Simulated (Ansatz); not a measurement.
# Preparing SnP2O7 (P-1) as a host crystal, part 4 of 4

Before any defect goes in: SnP2O7 (P-1) at rest, and how it screens a charge.

Ansatz 0.2.0; plane-wave PAW DFT, PBEsol; relaxation of the host's cell and atoms (the session's first sound run).

So far. Step 3 (Dielectric tensors of the host): The principal values of the electronic dielectric tensor are 2.74, 2.76 and 2.81. The principal values of the static dielectric tensor are 6.08, 6.11 and 6.49.

## 7. Defect free supercell relaxed from displaced atoms

This step: plane-wave PAW DFT, PBEsol; relaxation of the defect-free supercell from random displacements, a test of the host's stability (Ansatz 0.2.0).

The input, pristine.rattled/input.yaml:

```yaml
crystal:
  lattice:
    - [-4.7940559592, 9.904791826, 7.9743432417]
    - [5.1340544012, -3.7416265943, 7.8233299189]
    - [5.0685115527, 3.7041807868, -7.865187109]
  atoms:
    - { symbol: Sn, position: [0.4732611154, 0.4877082666, 0.228377753] }
    - { symbol: Sn, position: [0.4732611154, 0.9877082666, 0.728377753] }
    - { symbol: Sn, position: [0.9732611154, 0.4877082666, 0.728377753] }
    - { symbol: Sn, position: [0.9732611154, 0.9877082666, 0.228377753] }
    - { symbol: Sn, position: [0.0267388846, 0.0122917334, 0.771622247] }
    - { symbol: Sn, position: [0.0267388846, 0.5122917334, 0.271622247] }
    - { symbol: Sn, position: [0.5267388846, 0.0122917334, 0.271622247] }
    - { symbol: Sn, position: [0.5267388846, 0.5122917334, 0.771622247] }
    - { symbol: P, position: [0.1388047984, 0.2058754694, 0.1827621714] }
    - { symbol: P, position: [0.1388047984, 0.7058754694, 0.6827621714] }
    - { symbol: P, position: [0.6388047984, 0.2058754694, 0.6827621714] }
    - { symbol: P, position: [0.6388047984, 0.7058754694, 0.1827621714] }
    - { symbol: P, position: [0.3816767586, 0.2953967902, 0.3611654131] }
    - { symbol: P, position: [0.3816767586, 0.7953967902, 0.8611654131] }
    - { symbol: P, position: [0.8816767586, 0.2953967902, 0.8611654131] }
    - { symbol: P, position: [0.8816767586, 0.7953967902, 0.3611654131] }
    - { symbol: P, position: [0.1183232414, 0.2046032098, 0.6388345869] }
    - { symbol: P, position: [0.1183232414, 0.7046032098, 0.1388345869] }
    - { symbol: P, position: [0.6183232414, 0.2046032098, 0.1388345869] }
    - { symbol: P, position: [0.6183232414, 0.7046032098, 0.6388345869] }
    - { symbol: P, position: [0.3611952016, 0.2941245306, 0.8172378286] }
    - { symbol: P, position: [0.3611952016, 0.7941245306, 0.3172378286] }
    - { symbol: P, position: [0.8611952016, 0.2941245306, 0.3172378286] }
    - { symbol: P, position: [0.8611952016, 0.7941245306, 0.8172378286] }
    - { symbol: O, position: [0.3824424596, 0.3255394355, 0.2267185013] }
    - { symbol: O, position: [0.3824424596, 0.8255394355, 0.7267185013] }
    - { symbol: O, position: [0.8824424596, 0.3255394355, 0.7267185013] }
    - { symbol: O, position: [0.8824424596, 0.8255394355, 0.2267185013] }
    - { symbol: O, position: [0.3676966901, 0.4158549893, 0.9895346862] }
    - { symbol: O, position: [0.3676966901, 0.9158549893, 0.4895346862] }
    - { symbol: O, position: [0.8676966901, 0.4158549893, 0.4895346862] }
    - { symbol: O, position: [0.8676966901, 0.9158549893, 0.9895346862] }
    - { symbol: O, position: [0.4391172064, 0.1673669744, 0.3682417165] }
    - { symbol: O, position: [0.4391172064, 0.6673669744, 0.8682417165] }
    - { symbol: O, position: [0.9391172064, 0.1673669744, 0.8682417165] }
    - { symbol: O, position: [0.9391172064, 0.6673669744, 0.3682417165] }
    - { symbol: O, position: [0.2589784545, 0.2307271348, 0.3121073726] }
    - { symbol: O, position: [0.2589784545, 0.7307271348, 0.8121073726] }
    - { symbol: O, position: [0.7589784545, 0.2307271348, 0.8121073726] }
    - { symbol: O, position: [0.7589784545, 0.7307271348, 0.3121073726] }
    - { symbol: O, position: [0.0691702699, 0.1517575663, 0.2422169011] }
    - { symbol: O, position: [0.0691702699, 0.6517575663, 0.7422169011] }
    - { symbol: O, position: [0.5691702699, 0.1517575663, 0.7422169011] }
    - { symbol: O, position: [0.5691702699, 0.6517575663, 0.2422169011] }
    - { symbol: O, position: [0.1225848028, 0.3617871813, 0.1970221861] }
    - { symbol: O, position: [0.1225848028, 0.8617871813, 0.6970221861] }
    - { symbol: O, position: [0.6225848028, 0.3617871813, 0.6970221861] }
    - { symbol: O, position: [0.6225848028, 0.8617871813, 0.1970221861] }
    - { symbol: O, position: [0.080037065, 0.0558570426, 0.4666183686] }
    - { symbol: O, position: [0.080037065, 0.5558570426, 0.9666183686] }
    - { symbol: O, position: [0.580037065, 0.0558570426, 0.9666183686] }
    - { symbol: O, position: [0.580037065, 0.5558570426, 0.4666183686] }
    - { symbol: O, position: [0.419962935, 0.4441429574, 0.5333816314] }
    - { symbol: O, position: [0.419962935, 0.9441429574, 0.0333816314] }
    - { symbol: O, position: [0.919962935, 0.4441429574, 0.0333816314] }
    - { symbol: O, position: [0.919962935, 0.9441429574, 0.5333816314] }
    - { symbol: O, position: [0.3774151972, 0.1382128187, 0.8029778139] }
    - { symbol: O, position: [0.3774151972, 0.6382128187, 0.3029778139] }
    - { symbol: O, position: [0.8774151972, 0.1382128187, 0.3029778139] }
    - { symbol: O, position: [0.8774151972, 0.6382128187, 0.8029778139] }
    - { symbol: O, position: [0.4308297301, 0.3482424337, 0.7577830989] }
    - { symbol: O, position: [0.4308297301, 0.8482424337, 0.2577830989] }
    - { symbol: O, position: [0.9308297301, 0.3482424337, 0.2577830989] }
    - { symbol: O, position: [0.9308297301, 0.8482424337, 0.7577830989] }
    - { symbol: O, position: [0.2410215455, 0.2692728652, 0.6878926274] }
    - { symbol: O, position: [0.2410215455, 0.7692728652, 0.1878926274] }
    - { symbol: O, position: [0.7410215455, 0.2692728652, 0.1878926274] }
    - { symbol: O, position: [0.7410215455, 0.7692728652, 0.6878926274] }
    - { symbol: O, position: [0.0608827936, 0.3326330256, 0.6317582835] }
    - { symbol: O, position: [0.0608827936, 0.8326330256, 0.1317582835] }
    - { symbol: O, position: [0.5608827936, 0.3326330256, 0.1317582835] }
    - { symbol: O, position: [0.5608827936, 0.8326330256, 0.6317582835] }
    - { symbol: O, position: [0.1323033099, 0.0841450107, 0.0104653138] }
    - { symbol: O, position: [0.1323033099, 0.5841450107, 0.5104653138] }
    - { symbol: O, position: [0.6323033099, 0.0841450107, 0.5104653138] }
    - { symbol: O, position: [0.6323033099, 0.5841450107, 0.0104653138] }
    - { symbol: O, position: [0.1175575404, 0.1744605645, 0.7732814987] }
    - { symbol: O, position: [0.1175575404, 0.6744605645, 0.2732814987] }
    - { symbol: O, position: [0.6175575404, 0.1744605645, 0.2732814987] }
    - { symbol: O, position: [0.6175575404, 0.6744605645, 0.7732814987] }
basis:
  ecutwfc: 420
  xc_grid: 2
hamiltonian:
  xc: pbesol
kpoints:
  mp_grid: { grid: [1, 1, 1], shift: [0.25, 0.25, 0.25] }
scf:
  occupations: { method: fermi_dirac, width: 0.01 }
  max_iter: 80
output:
  forces: true
relax:
  f_tol: 0.01
  max_steps: 120
  random_displacement: { amplitude: 0.08, seed: 8067 }
checkpoint:
  write: "../pristine.rattled.run"
  compress: false
  write_wavefunctions: false
  write_every: 100000
```

Started as:

```console
> ansatz run input.yaml --threads 4 --pin off --max-ram 7536MiB --backend cpu --events-out ev --progress --plain --runs-dir out
```

Numbers of over 12 decimals in the logs are rounded to 6 here.

What it wrote:

```text
[...]
Crystal: 80 atoms, lattice volume = 1093.435 Å³
Basis set: ecut = 420 eV, 21345 PW (Γ), exchange–correlation on 192×144×144 points (8 copies of the dense FFT grid, shifted against one another)
Bands: 344, of which v1, the nominal top of the filled ones, is band 264 counted from 1 (263 counted from 0)
Symmetry: 1 space group operations
k-points: 1
[...]
SCF iter   1: F=—  HF=-90863.911897 eV  |F-HF|=—  |Δ(HF+E_count)|=         —  Δρ=1.21e-2  dr2=1.24e0  ethr=1.77e-3  ⟨swp⟩=7.0  Hψ=1748  notcnv=0  defer=51
[...]
SCF iter   8: F=-90863.581501 eV  HF=-90863.581501 eV  |F-HF|=7.99e-7  |Δ(HF+E_count)|=   6.22e-6  Δρ=7.84e-6  dr2=8.10e-7  ethr=4.73e-10  ⟨swp⟩=5.0  Hψ=1143  notcnv=0
SCF 1 converged in 8 iterations: F = -90863.581501 eV  dr2 = 8.10e-7
[...]
relax step   1: F+E_penalty+E_count = -90863.58150146 eV  Δ(F+E_penalty+E_count) = +0.000e0 eV  max|allowed force component| = 8.975e0 eV/Å  Δτ_max = 0.0000 Å  (8 SCF iters, dr2 threshold 2.50e-6 eV, accepted)
[...]
relax step   2: F+E_penalty+E_count = -90869.04713250 eV  Δ(F+E_penalty+E_count) = -5.466e0 eV  max|allowed force component| = 5.202e0 eV/Å  Δτ_max = 0.0869 Å  (7 SCF iters, dr2 threshold 1.00e-4 eV, accepted)
relax step   3: F+E_penalty+E_count = -90872.07686593 eV  Δ(F+E_penalty+E_count) = -3.030e0 eV  max|allowed force component| = 2.790e-1 eV/Å  Δτ_max = 0.1325 Å  (7 SCF iters, dr2 threshold 1.00e-4 eV, accepted)
relax step   4: F+E_penalty+E_count = -90872.11835136 eV  Δ(F+E_penalty+E_count) = -4.149e-2 eV  max|allowed force component| = 3.307e-2 eV/Å  Δτ_max = 0.0536 Å  (7 SCF iters, dr2 threshold 4.87e-6 eV, accepted)
relax step   5: F+E_penalty+E_count = -90872.12075708 eV  Δ(F+E_penalty+E_count) = -2.406e-3 eV  max|allowed force component| = 1.041e-2 eV/Å  Δτ_max = 0.0154 Å  (7 SCF iters, accepted)
SCF iter   1: F=—  HF=-90872.120879 eV  |F-HF|=—  |Δ(HF+E_count)|=         —  Δρ=4.88e-4  dr2=9.73e-4  ethr=1.81e-6  ⟨swp⟩=4.0  Hψ=751  notcnv=0  defer=72
[...]
SCF iter   6: F=-90872.120961 eV  HF=-90872.120961 eV  |F-HF|=8.69e-9  |Δ(HF+E_count)|=   1.33e-7  Δρ=2.36e-6  dr2=5.25e-8  ethr=1.89e-11  ⟨swp⟩=6.0  Hψ=1088  notcnv=0
SCF 6 converged in 6 iterations: F = -90872.120961 eV  dr2 = 5.25e-8
relax step   6: F+E_penalty+E_count = -90872.12096107 eV  Δ(F+E_penalty+E_count) = -2.040e-4 eV  max|allowed force component| = 1.687e-3 eV/Å  Δτ_max = 0.0047 Å  (6 SCF iters, accepted)
SCF converged after 6 iterations
Free energy (F): -90872.120961 eV
[...]
Internal energy: -90872.120961 eV  (E = F + TS)
E sigma→0 (E₀):  -90872.120961 eV
Fermi energy:    5.353490 eV
[...]
--- Forces (eV/Å), atoms counted from 1 ---
  atom   1  Sn    -0.00060958     0.00019534     0.00019041
  atom   2  Sn    -0.00081801     0.00001245    -0.00001781
  atom   3  Sn     0.00016629     0.00102915    -0.00012613
  atom   4  Sn     0.00042785     0.00168716     0.00032878
  atom   5  Sn     0.00012009    -0.00004465     0.00074381
  atom   6  Sn     0.00051563    -0.00023568     0.00075251
  atom   7  Sn     0.00031256    -0.00139346    -0.00082009
  atom   8  Sn     0.00005259    -0.00135783    -0.00008648
  atom   9  P     -0.00023623     0.00094563    -0.00018049
  atom  10  P     -0.00053699     0.00115063     0.00048723
  atom  11  P     -0.00068392    -0.00024035    -0.00024533
  atom  12  P      0.00007138     0.00037213     0.00007872
  atom  13  P      0.00026713    -0.00064924     0.00056682
  atom  14  P     -0.00007891    -0.00029745     0.00077854
  atom  15  P      0.00000717     0.00068313     0.00084646
  atom  16  P      0.00037678     0.00018727     0.00108027
  atom  17  P     -0.00109364     0.00008383    -0.00073087
  atom  18  P      0.00021604     0.00039891    -0.00070568
  atom  19  P     -0.00009956    -0.00038522    -0.00088629
  atom  20  P      0.00017917    -0.00038740    -0.00043000
  atom  21  P     -0.00005977    -0.00044158    -0.00069061
  atom  22  P      0.00040647    -0.00109220    -0.00080327
  atom  23  P     -0.00000187     0.00004750     0.00007017
  atom  24  P      0.00063048    -0.00043548     0.00061878
  atom  25  O     -0.00006373     0.00030237     0.00001536
  atom  26  O     -0.00005763    -0.00011487    -0.00035995
  atom  27  O     -0.00030870    -0.00050402    -0.00087746
  atom  28  O     -0.00038223     0.00016323    -0.00031933
  atom  29  O     -0.00018041    -0.00016971     0.00032760
  atom  30  O      0.00019536    -0.00036848     0.00089316
  atom  31  O      0.00021115    -0.00090185     0.00032993
  atom  32  O     -0.00092583    -0.00061050     0.00023747
  atom  33  O     -0.00092202     0.00040729    -0.00020085
  atom  34  O     -0.00079369     0.00091319     0.00054400
  atom  35  O      0.00014051     0.00006896     0.00049615
  atom  36  O     -0.00001390    -0.00056358    -0.00002210
  atom  37  O      0.00031376     0.00032847     0.00026492
  atom  38  O     -0.00009341    -0.00039442    -0.00067623
  atom  39  O     -0.00008465    -0.00007228    -0.00091524
  atom  40  O      0.00048351    -0.00027539    -0.00004698
[...]
atom  69  O      0.00102623    -0.00046105    -0.00037436
  atom  70  O     -0.00015318    -0.00031810     0.00010946
  atom  71  O      0.00017174    -0.00008563    -0.00023747
  atom  72  O      0.00071883    -0.00020081    -0.00082673
  atom  73  O      0.00068754     0.00019652    -0.00011321
  atom  74  O      0.00004661     0.00040785    -0.00039485
  atom  75  O      0.00034949     0.00063814    -0.00054672
  atom  76  O      0.00040935     0.00074487    -0.00037962
  atom  77  O      0.00023686     0.00014271     0.00052701
  atom  78  O      0.00025436    -0.00026382    -0.00032686
  atom  79  O      0.00003158     0.00006074     0.00012158
  atom  80  O      0.00022785     0.00037195     0.00060867
  max |Σ_I F_I| component: 4.30e-6 eV/Å
--- Relaxed structure (6 steps of the walk, 6 accepted, 0 SCFs on fresh bases) ---
  F+E_penalty+E_count = -90872.12096107 eV   max|allowed force component| = 1.687e-3 eV/Å
  atoms:
    - { symbol: Sn, position: [0.473486, 0.488416, 0.229423] }
    - { symbol: Sn, position: [0.473677, 0.988491, 0.729529] }
    - { symbol: Sn, position: [0.973682, 0.488503, 0.729526] }
    - { symbol: Sn, position: [0.973480, 0.988411, 0.229418] }
    - { symbol: Sn, position: [0.026767, 0.013367, 0.772852] }
    - { symbol: Sn, position: [0.026973, 0.513427, 0.272966] }
    - { symbol: Sn, position: [0.526981, 0.013446, 0.272979] }
    - { symbol: Sn, position: [0.526769, 0.513371, 0.772863] }
    - { symbol: P, position: [0.139022, 0.206905, 0.184046] }
    - { symbol: P, position: [0.139065, 0.707158, 0.684126] }
    - { symbol: P, position: [0.639074, 0.207157, 0.684116] }
    - { symbol: P, position: [0.639023, 0.706921, 0.184053] }
    - { symbol: P, position: [0.381890, 0.296312, 0.362502] }
    - { symbol: P, position: [0.381990, 0.796434, 0.862607] }
    - { symbol: P, position: [0.881994, 0.296441, 0.862592] }
    - { symbol: P, position: [0.881886, 0.796308, 0.362493] }
    - { symbol: P, position: [0.118461, 0.205441, 0.639802] }
    - { symbol: P, position: [0.118573, 0.705533, 0.139891] }
    - { symbol: P, position: [0.618568, 0.205546, 0.139884] }
    - { symbol: P, position: [0.618455, 0.705428, 0.639792] }
    - { symbol: P, position: [0.361383, 0.294716, 0.818276] }
    - { symbol: P, position: [0.361433, 0.794929, 0.318340] }
    - { symbol: P, position: [0.861435, 0.294929, 0.318323] }
    - { symbol: P, position: [0.861379, 0.794717, 0.818272] }
    - { symbol: O, position: [0.382838, 0.326159, 0.227964] }
    - { symbol: O, position: [0.383115, 0.826118, 0.728051] }
    - { symbol: O, position: [0.883112, 0.326130, 0.728035] }
    - { symbol: O, position: [0.882824, 0.826162, 0.227956] }
    - { symbol: O, position: [0.367790, 0.416150, 0.990641] }
    - { symbol: O, position: [0.367940, 0.916294, 0.490791] }
    - { symbol: O, position: [0.867975, 0.416338, 0.490781] }
    - { symbol: O, position: [0.867797, 0.916164, 0.990642] }
    - { symbol: O, position: [0.439447, 0.168497, 0.370002] }
    - { symbol: O, position: [0.439251, 0.668355, 0.870019] }
    - { symbol: O, position: [0.939253, 0.168356, 0.869992] }
    - { symbol: O, position: [0.939442, 0.668485, 0.369978] }
    - { symbol: O, position: [0.259191, 0.231428, 0.313179] }
    - { symbol: O, position: [0.259237, 0.732045, 0.813459] }
    - { symbol: O, position: [0.759242, 0.232064, 0.813469] }
    - { symbol: O, position: [0.759189, 0.731436, 0.313193] }
    - { symbol: O, position: [0.069376, 0.152569, 0.243324] }
    - { symbol: O, position: [0.069463, 0.652785, 0.743434] }
    - { symbol: O, position: [0.569455, 0.152724, 0.743360] }
    - { symbol: O, position: [0.569362, 0.652584, 0.243314] }
    - { symbol: O, position: [0.123015, 0.363076, 0.198924] }
    - { symbol: O, position: [0.122879, 0.863191, 0.698741] }
    - { symbol: O, position: [0.622876, 0.363192, 0.698748] }
    - { symbol: O, position: [0.623018, 0.863092, 0.198928] }
    - { symbol: O, position: [0.080207, 0.056505, 0.467681] }
    - { symbol: O, position: [0.080497, 0.556640, 0.967762] }
    - { symbol: O, position: [0.580494, 0.056643, 0.967761] }
    - { symbol: O, position: [0.580215, 0.556489, 0.467676] }
    - { symbol: O, position: [0.419947, 0.445215, 0.534622] }
    - { symbol: O, position: [0.420237, 0.945366, 0.034731] }
    - { symbol: O, position: [0.920253, 0.445374, 0.034717] }
    - { symbol: O, position: [0.919960, 0.945217, 0.534613] }
    - { symbol: O, position: [0.377572, 0.138676, 0.803643] }
    - { symbol: O, position: [0.377439, 0.638754, 0.303454] }
    - { symbol: O, position: [0.877447, 0.138770, 0.303473] }
    - { symbol: O, position: [0.877574, 0.638683, 0.803647] }
    - { symbol: O, position: [0.430996, 0.349115, 0.759002] }
    - { symbol: O, position: [0.431097, 0.849295, 0.259107] }
    - { symbol: O, position: [0.931080, 0.349247, 0.259028] }
    - { symbol: O, position: [0.930981, 0.849115, 0.758981] }
[...]
- { symbol: O, position: [0.061197, 0.333514, 0.632381] }
    - { symbol: O, position: [0.061024, 0.833368, 0.132433] }
    - { symbol: O, position: [0.561031, 0.333386, 0.132406] }
    - { symbol: O, position: [0.561183, 0.833493, 0.632358] }
    - { symbol: O, position: [0.132486, 0.085508, 0.011585] }
    - { symbol: O, position: [0.132645, 0.585700, 0.511760] }
    - { symbol: O, position: [0.632684, 0.085735, 0.511757] }
    - { symbol: O, position: [0.632494, 0.585533, 0.011596] }
    - { symbol: O, position: [0.117340, 0.175755, 0.774360] }
    - { symbol: O, position: [0.117640, 0.675667, 0.274423] }
    - { symbol: O, position: [0.617614, 0.175702, 0.274420] }
    - { symbol: O, position: [0.617330, 0.675751, 0.774353] }
```

Wall time 1.8 min (4 threads of Arm Neoverse V1, shared host); peak memory 2.1 GiB; 6.9 min of CPU time.

Step by step:

| step | energy less that of the first step (eV) | largest force component (eV/Å) |
| --- | --- | --- |
| 1 | 0.0000 | 8.9746 |
| 2 | -5.4656 | 5.2019 |
| 3 | -8.4954 | 0.2790 |
| 4 | -8.5369 | 0.0331 |
| 5 | -8.5393 | 0.0104 |
| 6 | -8.5395 | 0.0017 |

The relaxation ends 107 meV an atom lower than the displaced start, with a largest force component of 0.0017 eV/Å.

## 8. Outcome

* primitive cell vectors, lengths: 5.101, 6.806, 8.480 Å
* electronic dielectric constant: principal values (2.74, 2.76, 2.81)
* static dielectric constant: principal values (6.08, 6.11, 6.49)
* gap on the k-mesh of the response run (PBEsol): 4.17 eV
* supercell relaxed in its symmetry less the displaced and relaxed one: 0.000 eV
* energy an atom at one point at (¼, ¼, ¼) less that on the dense mesh: -0.001 eV

What this shows: Step 7: The energy fell by 8.539 eV from the randomly displaced start; against the sites as typed, O80 ends farthest off, by 0.01 Å, once the mean shift is taken out. The displaced cell ends within 0.01 eV of the symmetric one relaxed in its symmetry, so no lower structure shows in this supercell. The k-mesh can miss the band edges, so this gap is an upper bound at this level. All at zero temperature.

[Logs are printed without paths, hosts, clocks, repeated set-up lines and the standing remarks that a program may print on its own settings, such as how far it seeks lower states.]

[Hosts, paths, dates, database ids (printed as entryN), source tags and the programs' standing remarks are cut or masked in the printed files.]

[Runs of the host that timed out are not shown.]

[For some hosts the program warned that the k-mesh of the response run may be too coarse for force constants and the static dielectric constant; such warnings are not always shown.]
